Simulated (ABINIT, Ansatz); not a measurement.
# NbB2 (P6/mmm): zone-centre phonons

Aim: the zone-centre modes of NbB2 (P6/mmm).

Calculated with ABINIT 10.8.3; DFT LDA, scalar-relativistic, plane waves, JTH PAW pseudopotentials.

Most raw output is cut from this account.

The database entry behind the starting cell differs from later determinations by our own check (an axis about 1.2 % long against later determinations), so it need not match the best structure at ambient conditions.

**1. Starting point**

The structure is hexagonal, space group P6/mmm (No. 191). Conventional cell: a = 3.073 Å, b = 3.073 Å, c = 3.279 Å, α = 90.00°, β = 90.00°, γ = 120.00°. Nb has 12 B at 2.42 Å nearest. B has 3 B at 1.77 Å and 6 Nb at 2.42 Å nearest. Farther neighbours are not listed.

**2. Relaxation**

The harmonic expansion starts where the forces on the atoms vanish, and stress shifts the frequencies, so cell and atoms are relaxed with tight thresholds.

The starting cell comes from a relaxation made beforehand in Ansatz (LDA, PAW).

Input file relax.abi:

```
# relaxation
ionmov 2
optcell 2
dilatmx 1.08
ntime 40
tolmxf 1.0d-05
tolvrs 1.0d-14
prtwf 0
prtden 0
chksymtnons 0

# basis, mesh and filling
ecut 18.0
ecutsm 0.5
pawecutdg 36.0
ngkpt 12 12 8
nshiftk 1
shiftk 0.0 0.0 0.0
istwfk *1
occopt 7
tsmear 0.01
nband 16
nstep 100
diemac 1000000.0
prtebands 0
prtgsr 0

# cell and atoms
acell 3*1.0 Angstrom
rprim 
    3.072905876 0.0 0.0
    -1.536452938 2.661214552 0.0
    0.0 0.0 3.278525197
ntypat 2
znucl 41 5
natom 3
typat 1 2 2
xred 
    0.0 0.0 0.0
    1/3 2/3 0.5
    2/3 1/3 0.5
pp_dirpath "./pseudo"
pseudos "Nb.xml, B.xml"
```

Command:

```sh
OMP_NUM_THREADS=1 mpirun -n 4 abinit relax.abi > relax.log
```

Elapsed: 59 s, on 4 MPI ranks of Arm Neoverse N1, shared host; 3.9 min of CPU time.

Little changed from the start: no atom moved by 0.005 Å and no cell edge by 0.1 %.

Numbers from this step:

```yaml
volume_per_atom: 8.937 Å³
pressure: 6.68e-4 GPa
gap_on_the_k_mesh: 0 eV
```

**3. Ground state**

The response is built on these wavefunctions, so the potential is converged far more tightly than an energy would need. ecutsm is kept as in the relaxation, so that the cell stays at rest. Occupations are smeared.

Input file gs.abi:

```
# ground state
tolvrs 1.0d-16
prtden 1
prtwf 1

# basis, mesh and filling
ecut 18.0
ecutsm 0.5
pawecutdg 36.0
ngkpt 12 12 8
nshiftk 1
shiftk 0.0 0.0 0.0
istwfk *1
occopt 7
tsmear 0.01
nband 16
nstep 100
diemac 1000000.0
prtebands 0
prtgsr 0

# cell and atoms
acell 3*1.0 Angstrom
rprim 
    3.072127133 0.0 0.0
    -1.536063567 2.660540141 0.0
    0.0 0.0 3.280333705
ntypat 2
znucl 41 5
natom 3
typat 1 2 2
xred 
    0.0 0.0 0.0
    1/3 2/3 0.5
    2/3 1/3 0.5
pp_dirpath "./pseudo"
pseudos "Nb.xml, B.xml"
```

Command:

```sh
OMP_NUM_THREADS=1 mpirun -n 4 abinit gs.abi > gs.log
```

Wall time 28 s (4 MPI ranks); 1.8 min of CPU time.

Numbers from this step:

* pressure: 0.001035 GPa

The cell stands at 0.0010 GPa, close enough for phonons.

**4. Zone-centre response**

At q = 0 one unit cell holds all displacements. The response is solved for single atoms along the cell's directions, and symmetry skips those that follow from others. The crystal is treated as a metal, which screens a static field, so no field response is asked.

Input file dfpt_gamma.abi:

```

# common to the responses
getwfk_filepath "gso_WFK"
kptopt 2
nqpt 1
qpt 0.0 0.0 0.0
asr 0
chneut 0

# displacements
rfphon 1
rfatpol 1 3
rfdir 1 1 1
tolvrs 1.0d-10
prtwf 0

# basis, mesh and filling
ecut 18.0
ecutsm 0.5
pawecutdg 36.0
ngkpt 12 12 8
nshiftk 1
shiftk 0.0 0.0 0.0
istwfk *1
occopt 7
tsmear 0.01
nband 16
nstep 100
diemac 1000000.0
prtebands 0
prtgsr 0

# cell and atoms
acell 3*1.0 Angstrom
rprim 
    3.072127133 0.0 0.0
    -1.536063567 2.660540141 0.0
    0.0 0.0 3.280333705
ntypat 2
znucl 41 5
natom 3
typat 1 2 2
xred 
    0.0 0.0 0.0
    1/3 2/3 0.5
    2/3 1/3 0.5
pp_dirpath "./pseudo"
pseudos "Nb.xml, B.xml"
```

Command:

```sh
OMP_NUM_THREADS=1 mpirun -n 4 abinit dfpt_gamma.abi > dfpt_gamma.log
```

Wall time 2.9 min (4 MPI ranks); 12 min of CPU time.

Read from the output:

```yaml
largest_acoustic_frequency_at_the_zone_centre_before_the_sum_rule: -5.96 cm⁻¹
highest_optical_zone_centre_mode_no_lo_to_term: 834.6 cm⁻¹
lowest_optical_zone_centre_mode: 444.4 cm⁻¹
```

The acoustic modes at Γ come out as far as 6.0 cm⁻¹ from zero, where they should vanish, a small numerical error.

**5. Outcome**

```json
{
 "space group after relaxation": "P6/mmm",
 "volume per atom": "8.94 Å³",
 "highest optical zone-centre mode (no LO-TO term)": "834.6 cm⁻¹",
 "lowest optical zone-centre mode": "444.4 cm⁻¹"
}
```

**Reading.** At the LDA level the optical modes of NbB2 (P6/mmm) at the zone centre run from 444 to 835 cm⁻¹. These are harmonic frequencies at zero temperature: anharmonic shifts and linewidths and thermal expansion are left out. In a metal the frequencies hang on the k mesh and the smearing, most of all near Kohn anomalies. The runs are without spin polarisation, although the cell has an odd electron count or an open d or f shell, so a magnetic state was not tested.

[Host names and launcher messages were left out of these logs when they were recorded.]

[Logs are printed without paths, hosts, clocks, repeated set-up lines and the standing remarks that a program may print on its own settings, such as how far it seeks lower states.]

[Hosts, paths, dates, database ids (printed as entryN), source tags and the programs' standing remarks are cut or masked in the printed files.]
